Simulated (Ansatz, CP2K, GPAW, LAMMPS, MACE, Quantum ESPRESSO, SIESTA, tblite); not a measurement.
# CP2K runs on amorphous Ge (61 atoms), part 3 of 3

Wanted: CP2K inputs and outputs for amorphous Ge (61 atoms), checked against a plane-wave reference.

Program: CP2K 2026.2; the method stands at each step. Banners, paths, timers and routine set-up lines are dropped from the logs unmarked, and long logs keep their key lines alone; longer cuts are marked.

So far. Step 7 (PBE, DZVP-UZH, 489/50 Ry, diagonalisation): Against the first run (12 %), the force difference from the reference is 12 %, at 1.4 times the CPU time: the change moves forces by 0.032 meV/Å r.m.s., so most of the difference comes from elsewhere.

### 9. PBE, DZVP-UZH, 350/30 Ry, diagonalisation

Method: Kohn-Sham DFT, PBE, GTH-PBE pseudopotentials, Gaussian and plane waves, DZVP-MOLOPT (UZH set), diagonalisation.

Contents of input.inp:

```
&GLOBAL
  PROJECT cell
  RUN_TYPE ENERGY_FORCE
  PRINT_LEVEL LOW
&END GLOBAL
&FORCE_EVAL
  METHOD QS
  STRESS_TENSOR ANALYTICAL
  &DFT
    BASIS_SET_FILE_NAME BASIS_MOLOPT_UZH
    POTENTIAL_FILE_NAME POTENTIAL_UZH
    &MGRID
      CUTOFF 350
      REL_CUTOFF 30
    &END MGRID
    &QS
      EPS_DEFAULT 1.0E-12
    &END QS
    &SCF
      SCF_GUESS ATOMIC
      EPS_SCF 1.0E-06
      MAX_SCF 200
      ADDED_MOS 27
      &DIAGONALIZATION
        ALGORITHM STANDARD
      &END DIAGONALIZATION
      &SMEAR ON
        METHOD FERMI_DIRAC
        ELECTRONIC_TEMPERATURE [K] 580
      &END SMEAR
      &MIXING
        METHOD BROYDEN_MIXING
        ALPHA 0.15
        NBROYDEN 8
      &END MIXING
      &PRINT
        &RESTART OFF
        &END RESTART
      &END PRINT
    &END SCF
    &XC
      &XC_FUNCTIONAL PBE
      &END XC_FUNCTIONAL
    &END XC
    &PRINT
      &MULLIKEN ON
      &END MULLIKEN
      &HIRSHFELD ON
        SHAPE_FUNCTION DENSITY
      &END HIRSHFELD
      &MO ON
        EIGENVALUES T
        OCCUPATION_NUMBERS T
        MO_INDEX_RANGE 111 134
        &EACH
          QS_SCF 0
        &END EACH
        ADD_LAST NUMERIC
      &END MO
    &END PRINT
  &END DFT
  &SUBSYS
    &CELL
      A 11.51210 0.00000 0.00000
      B 0.00000 11.51210 0.00000
      C 0.00000 0.00000 11.51210
    &END CELL
    &COORD
      SCALED
[... 61 atom lines left out: the same atoms as in the first run ...]
    &END COORD
    &KIND Ge
      BASIS_SET DZVP-MOLOPT-PBE-GTH-q4
      POTENTIAL GTH-PBE-q4
    &END KIND
  &END SUBSYS
  &PRINT
    &FORCES ON
    &END FORCES
    &STRESS_TENSOR ON
    &END STRESS_TENSOR
  &END PRINT
&END FORCE_EVAL
```

Launch:

```bash
> OMP_NUM_THREADS=2 cp2k.psmp -i input.inp > output.txt
```

Numbers of over 12 decimals in the logs are rounded to 6 here.

The log of the run:

```text
CP2K| version string:                                       CP2K version 2026.2
 CP2K| Input file name                                                 input.inp
 GLOBAL| Basis set file name                                    BASIS_MOLOPT_UZH
 GLOBAL| Potential file name                                       POTENTIAL_UZH
 GLOBAL| Run type                                                   ENERGY_FORCE
 GLOBAL| Total number of message passing processes                             1
 GLOBAL| Number of threads for this process                                    2
 TOTAL NUMBERS AND MAXIMUM NUMBERS
  Total number of            - Atomic kinds:                                   1
                             - Atoms:                                         61
[... lines left out ...]
                        Smear method:                                FERMI_DIRAC
[... lines left out ...]
 Number of electrons:                                                        244
[... lines left out ...]
  Step     Update method      Time    Convergence         Total energy    Change
[... lines left out ...]
  *** SCF run converged in    20 steps ***
[... lines left out ...]
  Fermi energy:                                                 0.131155
  Total energy:                                              -239.177009
  Total energy (extrapolated to T->0):                       -239.174801
[... lines left out ...]
 MO| E(Fermi):            0.131155 a.u.          3.568902 eV
[... lines left out ...]
 !-----------------------------------------------------------------------------!
 !-----------------------------------------------------------------------------!
                           Hirshfeld Charges
  #Atom  Element  Kind  Ref Charge     Population                    Net charge
      1       Ge     1       4.000          4.007                        -0.007
      2       Ge     1       4.000          4.022                        -0.022
      3       Ge     1       4.000          4.001                        -0.001
[...]
60       Ge     1       4.000          4.013                        -0.013
     61       Ge     1       4.000          4.006                        -0.006
  Total Charge                                                           -0.000
 !-----------------------------------------------------------------------------!
 ENERGY| Total FORCE_EVAL ( QS ) energy [hartree]           -239.177012
 FORCES| Atomic forces [hartree/bohr]
 FORCES|   Atom     x               y               z               |f|
 FORCES|      1 -3.08094265E-03  7.60482477E-03 -1.26692789E-03   8.30244986E-03
 FORCES|      2 -1.70150922E-03 -2.64053609E-03 -3.84941668E-03   4.96845784E-03
 FORCES|      3 -1.36509573E-03 -6.56842996E-03  1.11704764E-03   6.80114357E-03
[...]
FORCES|     60  4.20696059E-03 -1.41235071E-03  4.87366653E-03   6.59134868E-03
 FORCES|     61 -4.80794153E-03  3.53154125E-03  6.47272726E-04   6.00058725E-03
 FORCES| Sum    -7.29738345E-07 -9.06668142E-05 -4.14798111E-05
 FORCES| Total atomic force                                       9.97074643E-05
 STRESS| Analytical stress tensor [bar]
 STRESS|                        x                   y                   z
 STRESS|      x       -1.22700081659E+04   1.38773913490E+04  -3.30441407676E+03
 STRESS|      y        1.38773913490E+04   8.88856480421E+03  -8.29546150982E+03
 STRESS|      z       -3.30441407676E+03  -8.29546150982E+03   3.49305509516E+04
 STRESS| 1/3 Trace                                             1.05163691967E+04
```

Elapsed: 69 s, on 2 threads of Arm Neoverse V1, shared host; peak memory 1.8 GiB.

Compared with the plane-wave run:

| Item | Value |
| --- | --- |
| r.m.s. force component | 0.2393 eV/Å |
| r.m.s. difference of force components | 27.65 meV/Å |
| longest difference of force vectors | 132.2 meV/Å |
| force difference over r.m.s. force | 11.58 % |
| slope of forces against the reference's | 0.9953 |
| correlation of force components | 0.9933 |
| pressure | 1.052 GPa |
| pressure difference | 0.7206 GPa |
| energy less the same-level run's | -0.0475 meV/atom |
| r.m.s. force difference from the same-level run | 0.49 meV/Å |

This is a coarse setting, run to see what it loses.

Against the first run (12 %), the force difference from the reference is 12 %, at 0.76 times the CPU time: the change moves forces by 0.49 meV/Å r.m.s., so most of the difference comes from elsewhere.

### 10. RPBE, PBE potentials, DZVP-UZH, 350/50 Ry, diagonalisation

Method: Kohn-Sham DFT, RPBE, GTH-PBE pseudopotentials, Gaussian and plane waves, DZVP-MOLOPT (UZH set), diagonalisation.

Edit input.inp of step 9 so:

```diff
@@ -13,3 +13,3 @@
       CUTOFF 350
-      REL_CUTOFF 30
+      REL_CUTOFF 50
     &END MGRID
@@ -41,3 +41,7 @@
     &XC
-      &XC_FUNCTIONAL PBE
+      &XC_FUNCTIONAL
+        &GGA_X_RPBE
+        &END GGA_X_RPBE
+        &GGA_C_PBE
+        &END GGA_C_PBE
       &END XC_FUNCTIONAL
@@ -68,3 +72,2 @@
     &COORD
-      SCALED
 [... 61 atom lines left out: the same atoms as in the first run ...]
```

The log of the run:

```text
CP2K| version string:                                       CP2K version 2026.2
 CP2K| Input file name                                                 input.inp
 GLOBAL| Basis set file name                                    BASIS_MOLOPT_UZH
 GLOBAL| Potential file name                                       POTENTIAL_UZH
 GLOBAL| Run type                                                   ENERGY_FORCE
 GLOBAL| Total number of message passing processes                             1
 GLOBAL| Number of threads for this process                                    2
[... lines left out ...]
                        Smear method:                                FERMI_DIRAC
[... lines left out ...]
 Number of electrons:                                                        244
[... lines left out ...]
  Step     Update method      Time    Convergence         Total energy    Change
[... lines left out ...]
  *** SCF run converged in    20 steps ***
[... lines left out ...]
  Fermi energy:                                                 0.132183
  Total energy:                                              -239.405817
  Total energy (extrapolated to T->0):                       -239.403552
[... lines left out ...]
 MO| E(Fermi):            0.132183 a.u.          3.596874 eV
[... lines left out ...]
     61       Ge     1       4.000          4.006                        -0.006
  Total Charge                                                           -0.000
 !-----------------------------------------------------------------------------!
 ENERGY| Total FORCE_EVAL ( QS ) energy [hartree]           -239.405826
 FORCES| Atomic forces [hartree/bohr]
 FORCES|   Atom     x               y               z               |f|
 FORCES|      1 -2.79648367E-03  7.03039596E-03 -1.32862735E-03   7.68192937E-03
 FORCES|      2 -1.81786890E-03 -2.44976109E-03 -3.74355056E-03   4.82909386E-03
 FORCES|      3 -1.09973485E-03 -6.49466866E-03  1.40799839E-03   6.73591844E-03
[...]
FORCES|     60  4.53766279E-03 -1.56001452E-03  4.89902268E-03   6.85743772E-03
 FORCES|     61 -4.52044130E-03  3.46945662E-03  8.50915388E-04   5.76156019E-03
 FORCES| Sum     1.84744168E-06  3.31423594E-07  1.00831671E-06
 FORCES| Total atomic force                                       2.13063018E-06
 STRESS| Analytical stress tensor [bar]
 STRESS|                        x                   y                   z
 STRESS|      x       -8.79044129622E+03   1.40445640507E+04  -3.45679147031E+03
 STRESS|      y        1.40445640507E+04   1.25334967053E+04  -8.51063236553E+03
 STRESS|      z       -3.45679147031E+03  -8.51063236553E+03   3.86207517150E+04
 STRESS| 1/3 Trace                                             1.41212690414E+04
```

Run time: 91 s. Hardware: 2 threads; peak memory 1.8 GiB; 2.7 min of CPU time.

Numbers from this run, and their distance from the reference:

```yaml
r_m_s_force_component: 0.2378 eV/Å
r_m_s_difference_of_force_components: 29.16 meV/Å
longest_difference_of_force_vectors: 144.4 meV/Å
force_difference_over_r_m_s_force: 12.21 %
slope_of_forces_against_the_reference_s: 0.9881
correlation_of_force_components: 0.9925
pressure: 1.412 GPa
pressure_difference: 1.081 GPa
```

Against the first run (12 %), the force difference from the reference is 12 %, at 1.0 times the CPU time; the model has changed, so this is no error of the program alone.

### 11. Side by side

Differences are against the plane-wave reference, forces as r.m.s. over components; share is that over the reference's r.m.s. force, slope the least-squares factor from reference forces to these. Total energies of different programs have different zeros and aren't compared.

```tsv
run	Δ force, r.m.s. (meV/Å)	share (%)	slope	Δ pressure (GPa)	cores	CPU time	memory (GiB)
reference	-	-	-	-	4	13 min	4.4
CP2K PBE, DZVP-UZH, 350/50 Ry, diagonalisation	27.6	11.6	0.995	0.718	2	2.7 min	1.8
CP2K PBE, SZV-MOLOPT-SR, 350/50 Ry, diagonalisation (coarse)	292	122	0.991	-4.48	1	75 s	1.7
CP2K PBE+D3, DZVP-UZH, 350/50 Ry, diagonalisation	37.5	15.7	0.981	0.133	2	2.7 min	1.9
CP2K PBE, DZVP-UZH, 244/50 Ry, diagonalisation (coarse)	27.6	11.6	0.996	0.718	2	2.6 min	1.4
CP2K PBEsol, PBE potentials, DZVP-UZH, 350/50 Ry, diagonalisation	32.5	13.6	1.011	0.0632	2	2.7 min	1.8
CP2K PBE, DZVP-UZH, 489/50 Ry, diagonalisation	27.6	11.6	0.996	0.718	2	3.6 min	2.9
CP2K PBE, DZVP-MOLOPT (SR for Ge), 350/50 Ry, diagonalisation	21.8	9.11	0.995	0.972	2	1.9 min	1.8
CP2K PBE, DZVP-UZH, 350/30 Ry, diagonalisation (coarse)	27.6	11.6	0.995	0.721	2	2 min	1.8
CP2K RPBE, PBE potentials, DZVP-UZH, 350/50 Ry, diagonalisation	29.2	12.2	0.988	1.08	2	2.7 min	1.8
```

Rows marked coarse were listed beforehand as settings not expected to be converged; some can still land near the reference.

CPU time is summed over cores on a shared host, where runs went side by side, so it is rough. Symmetry, cutoffs, thresholds, outputs and thread counts weren't matched or tuned between programs; memory under MPI is the largest rank's times the ranks.

Within one program, basis, potentials and functional, energies share a zero. Each run against its twin at the usual cutoff or grid and solver:

```tsv
run	twin	Δ energy (meV/atom)	Δ force, r.m.s. (meV/Å)	CPU time over the twin's
CP2K PBE, DZVP-UZH, 244/50 Ry, diagonalisation	DZVP-UZH, 350/50 Ry, diagonalisation	2.0e-4	0.032	0.97
CP2K PBE, DZVP-UZH, 489/50 Ry, diagonalisation	DZVP-UZH, 350/50 Ry, diagonalisation	2.0e-4	0.032	1.4
CP2K PBE, DZVP-UZH, 350/30 Ry, diagonalisation	DZVP-UZH, 350/50 Ry, diagonalisation	-0.0475	0.49	0.76
```

Further runs of this program without a result: CP2K GFN1-xTB, diagonalisation (not converged).

### 12. What came out

| Quantity | Value |
| --- | --- |
| nearest in forces | CP2K PBE, DZVP-MOLOPT (SR for Ge), 350/50 Ry, diagonalisation, 9.1 % |
| its CPU time | 1.9 min |

In words: The PBE runs in local orbitals, coarse settings apart, differ by 9.1 % (CP2K PBE, DZVP-MOLOPT (SR for Ge), 350/50 Ry, diagonalisation) to 12 % (CP2K PBE, DZVP-UZH, 350/50 Ry, diagonalisation); basis, grid and potentials can all enter. Rows with another functional or a dispersion term differ by 12 % (CP2K RPBE, PBE potentials, DZVP-UZH, 350/50 Ry, diagonalisation) to 16 % (CP2K PBE+D3, DZVP-UZH, 350/50 Ry, diagonalisation), which mixes the change of model with differences of basis and potentials, some of them made for another functional. Runs with settings chosen to be coarse differ by 12 % (CP2K PBE, DZVP-UZH, 244/50 Ry, diagonalisation) to 122 % (CP2K PBE, SZV-MOLOPT-SR, 350/50 Ry, diagonalisation), their programs' other errors included. Of the electronic-structure runs that take under half the reference's CPU time, CP2K PBE, DZVP-MOLOPT (SR for Ge), 350/50 Ry, diagonalisation comes nearest, at 9.1 % in 1.9 min against 13 min. In pressure, CP2K PBE, SZV-MOLOPT-SR, 350/50 Ry, diagonalisation misses by -4.5 GPa, at the same functional. The potentials hold different valence shells: 854 electrons in the reference, 244 in CP2K with DZVP-MOLOPT; this bears on time and differences. The reference's pressure holds the uncorrected Pulay stress of its 45 Ry basis, so small pressure differences, and their order, may be the reference's own error. The quench rate of 5 K/ps is many orders above laboratory rates, so the cell is likely richer in defects and strain than a real sample. The network of bonds at the start is that of the classical potential that made the cell, and needn't be the one that DFT or experiment would give. The reference's stress is far from hydrostatic: its diagonal is -1.9, 0.2, 2.7 GPa, compression counted positive. The electronic-structure runs sample only Γ, in a cell whose shortest periodic width is 12 Å, which is coarse for a cell with partly filled levels.

[Also dropped from logs without a mark: logging warnings of Python, and SIESTA's first energy breakdown and zero terms.]

[Logs are printed without paths, hosts, clocks, repeated set-up lines and the standing remarks that a program may print on its own settings, such as how far it seeks lower states.]

[Hosts, paths, dates, database ids (printed as entryN), source tags and the programs' standing remarks are cut or masked in the printed files.]
